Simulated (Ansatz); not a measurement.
**Relaxing generalised stacking fault on (110) of a KCl-RbCl solid solution (80 atoms)**

Wanted: the relaxed structure of generalised stacking fault on (110) of a KCl-RbCl solid solution (80 atoms) and its electronic structure.

Method: Kohn-Sham DFT, LDA, PAW (set soft_2), plane waves, in Ansatz 0.2.0.

## (1) The structure

The cell holds 80 atoms: 13 Rb, 40 Cl and 27 K. Cell: a = 7.339 Å, b = 10.379 Å, c = 26.163 Å, α = 90.0°, β = 84.6°, γ = 90.0°. It derives from KCl and RbCl. CsCl-type KCl lattice (a = 3.6697 Å, the value set for the mixture), cell with z along [110], 2 x 2 x 5 periods; the third cell vector is tilted by 0.667 of [001] and lengthened by 0.1 Å, so the cell holds one fault; displaced by a Gaussian of 0.01 Å; 13 of 40 K sites given to Rb at random (lattice constant by Vegard's rule between KCl and RbCl).

Before any run, some limits are plain. Atoms were free to move along the slip, so the relaxation can undo part or all of it. The host structure and its lattice constant were typed by rule, without a check against the phase diagram.

## (2) Single point at the start

The forces at the start show how far the geometry lies from a minimum of this functional.

File input.yaml:

```yaml
crystal:
  lattice:
    - [7.3394, 0.0, 0.0]
    - [0.0, 10.37948, 0.0]
    - [2.44644, 0.0, 26.0487]
  atoms:
    - { symbol: Rb, position: [0.66727, 0.00092, 0.99566] }
    - { symbol: Cl, position: [0.2163, 0.00062, 0.09925] }
    - { symbol: K, position: [0.16859, 0.99894, 0.99608] }
    - { symbol: Cl, position: [0.71814, 0.9991, 0.09992] }
    [... 70 atom lines left out ...]
    - { symbol: K, position: [0.20233, 0.24925, 0.89615] }
    - { symbol: Cl, position: [0.41716, 0.2492, 0.99604] }
    - { symbol: K, position: [0.70239, 0.74971, 0.89558] }
    - { symbol: Cl, position: [0.9171, 0.74949, 0.99572] }
    - { symbol: Rb, position: [0.20284, 0.75033, 0.89632] }
    - { symbol: Cl, position: [0.42039, 0.75161, 0.99571] }
kpoints:
  mp_grid: { grid: [2, 1, 1] }
hamiltonian:
  xc: lda
scf:
  occupations: { method: fermi_dirac, width: 0.025 }
output:
  forces: true
  stress: true
  populations: intrinsic
  dos:
    method: { smearing: { sigma: 0.08 } }
    de: 0.1
    projected: { site_lists: { Cl: [Cl], K: [K], Rb: [Rb] } }
  eigenvalues: true
```

Command:

```sh
$ ansatz run input.yaml --threads 8 --pin off --max-ram 15872MiB --backend cpu --events-out ev --progress --plain --runs-dir out
```

It took 43 s on 8 threads of Arm Neoverse V1, shared host; peak memory 6.6 GiB.

Read from the output:

```yaml
free_energy: -123536.3061 eV
free_energy_per_atom: -1544.2038 eV/atom
scf_cycles: 7
pressure: 0.9052 GPa
r_m_s_force_component: 0.1849 eV/Å
longest_force: 1.128 eV/Å
fermi_energy: 5.956 eV
spacing_of_highest_filled_and_lowest_empty_level: 5.093 eV
```

The r.m.s. force component of 0.18 eV/Å and the pressure of 0.91 GPa set the starting point.

Neighbours are counted within 3.62 Å (Cl-K), 3.62 Å (Cl-Rb).

Length of the force by element and coordination:

```tsv
element	coordination	atoms	mean length of the force (eV/Å)	spread	least	most
Cl	all	40	0.275	0.199	0.104	1.13
Cl	7	8	0.588	0.252	0.358	1.13
Cl	8	32	0.197	0.0565	0.104	0.305
K	all	27	0.154	0.222	0.0088	0.651
K	7	6	0.567	0.053	0.508	0.651
K	8	21	0.0365	0.0173	0.0088	0.0751
Rb	all	13	0.172	0.307	0.0188	0.982
Rb	7	2	0.886	0.0957	0.79	0.982
Rb	8	11	0.0423	0.015	0.0188	0.0626
```

## (3) Relaxation

The atoms are relaxed in the fixed cell, aiming at the force tolerance of the input.

input.yaml, the sections that differ from step 2:

```yaml
output:
  forces: true
relax:
  f_tol: 0.03
  max_steps: 98
# crystal, kpoints, hamiltonian, scf: as in step 2
```

The job ended after 2.4 min (8 threads; peak memory 6.7 GiB).

Step by step:

```tsv
step	energy less that of the first step (eV)	largest force component (eV/Å)
1	0.0000	1.0664
2	-0.6976	0.1516
3	-0.7853	0.0273
4	-0.7853	0.0273
5	-0.8617	0.0769
6	-0.9533	0.0984
7	-0.9768	0.0739
8	-0.9868	0.0327
9	-0.9893	0.0020
```

The atoms that moved most (Å):

```tsv
atom	dx	dy	dz	length
Cl76	-0.597	0.034	0.023	0.598
Cl4	0.594	-0.022	-0.041	0.596
K3	-0.573	0.011	0.044	0.574
Cl80	-0.557	-0.053	0.108	0.570
K17	0.558	0.001	-0.058	0.561
Rb1	-0.555	-0.007	0.070	0.560
Rb11	0.550	0.003	-0.038	0.551
Cl78	-0.545	-0.026	0.081	0.551
```

The relaxation changed the energy by -12.4 meV/atom, and atoms moved by 0.36 Å r.m.s., 0.60 Å at most.

## (4) Local order after relaxation

Bonds before and after, by the cutoffs listed below:

```tsv
pair	bonds before	bonds after	mean before (Å)	mean after (Å)	spread before (Å)	spread after (Å)
Cl-K	210	216	3.166	3.168	0.071	0.060
Cl-Rb	102	104	3.170	3.215	0.058	0.045
```

Density 3.00 g/cm³, 24.80 Å³ an atom.

Pair distribution functions g(r), in bins of 0.2 Å:

```tsv
r (Å)	total	Cl-Cl	Cl-K	Cl-Rb	K-K	K-Rb	Rb-Rb
3.00	0.68	0.00	2.01	0.00	0.00	0.00	0.00
3.20	7.05	0.00	13.69	15.05	0.00	0.00	0.00
3.40	0.07	0.00	0.07	0.27	0.00	0.00	0.00
3.60	3.48	5.89	0.00	0.00	8.65	7.50	7.60
3.80	0.90	2.89	0.00	0.00	0.00	1.46	0.68
4.00	0.00	0.00	0.00	0.00	0.00	0.00	0.00
4.20	0.00	0.00	0.00	0.00	0.00	0.00	0.00
4.40	0.00	0.00	0.00	0.00	0.00	0.00	0.00
4.60	0.00	0.00	0.00	0.00	0.00	0.00	0.00
4.80	0.00	0.00	0.00	0.00	0.00	0.00	0.00
5.00	0.70	1.58	0.00	0.00	1.60	0.96	0.72
5.20	3.30	5.83	0.00	0.00	7.10	7.88	6.56
5.40	0.38	1.35	0.00	0.00	0.00	0.16	0.99
5.60	0.00	0.00	0.00	0.00	0.00	0.00	0.00
5.80	0.00	0.00	0.00	0.00	0.00	0.00	0.00
6.00	3.49	0.00	6.81	7.29	0.00	0.00	0.00
6.20	3.48	1.32	5.92	5.47	0.95	1.16	0.71
6.40	1.04	1.98	0.00	0.00	1.81	3.11	0.00
6.60	0.32	0.60	0.00	0.00	0.56	0.84	0.65
6.80	0.00	0.00	0.00	0.00	0.00	0.00	0.00
7.00	0.00	0.00	0.00	0.00	0.00	0.00	0.00
7.20	0.05	0.19	0.00	0.00	0.04	0.00	0.00
7.40	1.05	2.01	0.00	0.00	2.49	1.50	3.65
7.60	0.00	0.00	0.00	0.00	0.00	0.00	0.00
7.80	0.82	0.00	1.66	1.61	0.00	0.00	0.00
```

Bonds by pair of elements; cutoffs follow the first minimum of g(r), held within bounds set by covalent radii, and pairs that aren't listed don't count as bonded:

```tsv
pair A-B	cutoff (Å)	bonds	mean length (Å)	spread (Å)	shortest (Å)	B about A	A about B
Cl-K	3.68	216	3.17	0.06	3.06	5.4	8
Cl-Rb	3.68	104	3.21	0.045	3.12	2.6	8
```

How many atoms have how many bonded neighbours:

```tsv
element	mean	8
Cl	8	40
K	8	27
Rb	8	13
```

Bond angles (no mean is given where the spread exceeds 20°):

```tsv
angle	count	mean (°)	spread (°)
Cl-K-Cl	756	-	-
K-Cl-Rb	524	-	-
K-Cl-K	494	-	-
Cl-Rb-Cl	364	-	-
Rb-Cl-Rb	102	-	-
```

First main peaks of g(r), for some of the pairs, lie near 3.67 Å (Cl-Cl), 3.16 Å (Cl-K), 3.21 Å (Cl-Rb), 3.67 Å (K-K), 3.68 Å (K-Rb) and 3.68 Å (Rb-Rb). With the cutoffs above, all Cl atoms have 8, all K atoms have 8 and all Rb atoms have 8 bonded neighbours.

## (5) Single point at the relaxed geometry

One more single point at the end of the walk gives the fuller output and checks the residual forces.

File input.yaml:

```yaml
crystal:
  lattice:
    - [7.3394, 0.0, 0.0]
    - [0.0, 10.37948, 0.0]
    - [2.44644, 0.0, 26.0487]
  atoms:
    - { symbol: Rb, position: [0.59071, 0.00027, 0.99834] }
    - { symbol: Cl, position: [0.28305, 0.99769, 0.09684] }
    - { symbol: K, position: [0.09002, 0.99999, 0.99777] }
    - { symbol: Cl, position: [0.79963, 0.99694, 0.09836] }
    [... 70 atom lines left out ...]
    - { symbol: K, position: [0.14163, 0.24919, 0.89849] }
    - { symbol: Cl, position: [0.33559, 0.25249, 0.99693] }
    - { symbol: K, position: [0.64233, 0.75059, 0.89872] }
    - { symbol: Cl, position: [0.84186, 0.74701, 0.99884] }
    - { symbol: Rb, position: [0.14256, 0.74988, 0.89906] }
    - { symbol: Cl, position: [0.34315, 0.74648, 0.99986] }
kpoints:
  mp_grid: { grid: [2, 1, 1] }
hamiltonian:
  xc: lda
scf:
  occupations: { method: fermi_dirac, width: 0.025 }
output:
  forces: true
  stress: true
  populations: true
  dos:
    method: { smearing: { sigma: 0.15 } }
    de: 0.1
    projected: { site_lists: { Cl: [Cl], K: [K], Rb: [Rb] } }
  eigenvalues: true
  write_density: true
  write_potential: true
  volumetric_format: npy
```

It took 45 s on 8 threads; peak memory 6.6 GiB; 5.8 min of CPU time.

Numbers from this run:

| Quantity | Value |
| --- | --- |
| free energy | -123537.2955 eV |
| free energy per atom | -1544.2162 eV/atom |
| SCF cycles | 7 |
| pressure | 0.4456 GPa |
| r.m.s. force component | 0.0006 eV/Å |
| longest force | 0.00239 eV/Å |
| Fermi energy | 6 eV |
| gap (highest filled to lowest empty level) | 5.132 eV |
| spilling of the projection | 0.005061 |

Löwdin charges by element (they lack the spilled electrons, 0.040 e an atom on average):

```tsv
element	coordination	atoms	mean charge (e)	spread	least	most
Cl	all	40	-0.675	6.0e-4	-0.676	-0.673
K	all	27	0.741	0.0054	0.729	0.749
Rb	all	13	0.786	0.0048	0.776	0.792
```

Density of states as counts of states in windows of 1 eV (from the Fermi level), total and the larger projections:

```tsv
from (eV)	to (eV)	total	Cl p	Rb p	K p
-14	-13	154.8	1.1	0.3	146.5
-13	-12	0.0	0.0	0.0	0.0
-12	-11	38.3	0.9	36.6	0.2
-11	-10	39.7	0.6	38.3	0.2
-10	-6	0.0	0.0	0.0	0.0
-6	-5	0.1	0.1	0.0	0.0
-5	-4	58.5	53.5	0.4	0.5
-4	-3	128.4	122.2	1.1	0.8
-3	-2	53.0	52.2	0.2	0.1
-2	2	0.0	0.0	0.0	0.0
2	3	1.5	0.0	0.0	0.0
3	4	20.7	0.3	0.0	0.0
4	5	71.5	1.9	0.1	0.2
```

Between -26 and -14 eV lie 87 more states.

The stored curve holds about 560 of the 640 electrons; the rest, give or take the few that broadening carries across the Fermi level, lie in deeper levels below its range.

The levels nearest the highest filled one (over half full), pooled over k-points and spins:

```tsv
level less the highest filled one (eV)	occupation
-0.151	2
-0.0614	2
-0.0559	2
-0.0135	2
-0.0118	2
0	2
5.13	0
5.66	0
5.68	0
5.84	0
5.87	0
5.90	0
```

Mean Löwdin charges: Cl -0.67, K +0.74, Rb +0.79 e (they miss 0.51 % of the electrons, so they add up to more than the cell's charge).

## (6) Results

```json
{
  "energy change in the relaxation": "-12.37 meV/atom",
  "r.m.s. displacement": "0.356 Å",
  "largest displacement": "0.598 Å",
  "free energy per atom": "-1544.2162 eV/atom",
  "density": "3 g/cm³",
  "pressure": "0.4456 GPa",
  "r.m.s. force component": "0.0006 eV/Å",
  "gap (highest filled to lowest empty level)": "5.132 eV",
  "wall time of the 3 DFT runs": "3.9 min"
}
```

In words: Relaxation lowers the energy by 12.4 meV/atom and moves atoms by 0.36 Å r.m.s.; the r.m.s. force component goes from 0.18 to 6.0e-4 eV/Å, the pressure goes from 0.91 to 0.45 GPa, and the gap from 5.09 to 5.13 eV. By the final cutoffs 0 of 312 bonded pairs parted and 8 joined. Afterwards all atoms of each element have one and the same coordination, so bonds have reconnected across the defect, which no longer shows in the counts. Layers on the two sides of the fault moved in opposite directions along the plane, so much of the imposed slip has spread into a shear of the crystal. First to last step the energy falls by 0.989 eV; the largest move, 0.60 Å, is that of Cl76, with 1 other atom within 2 % of it. The Cl-Rb bonds change most in mean length: from 3.170 Å (spread 0.058) to 3.215 Å (spread 0.045), and their number from 102 to 104. With the cutoffs above, all Cl atoms have 8, all K atoms have 8 and all Rb atoms have 8 bonded neighbours. The highest filled and lowest empty levels differ by 5.13 eV on the run's k-points; the mesh holds the band edges only if they fold onto it, so the gap at this level can be narrower or closed, while local or semilocal functionals tend to narrow gaps against experiment.

**Limits.** Atoms were free to move along the slip, so the relaxation can undo part or all of it.

[Logs are printed without paths, hosts, clocks, repeated set-up lines and the standing remarks that a program may print on its own settings, such as how far it seeks lower states.]

[Hosts, paths, dates, database ids (printed as entryN), source tags and the programs' standing remarks are cut or masked in the printed files.]
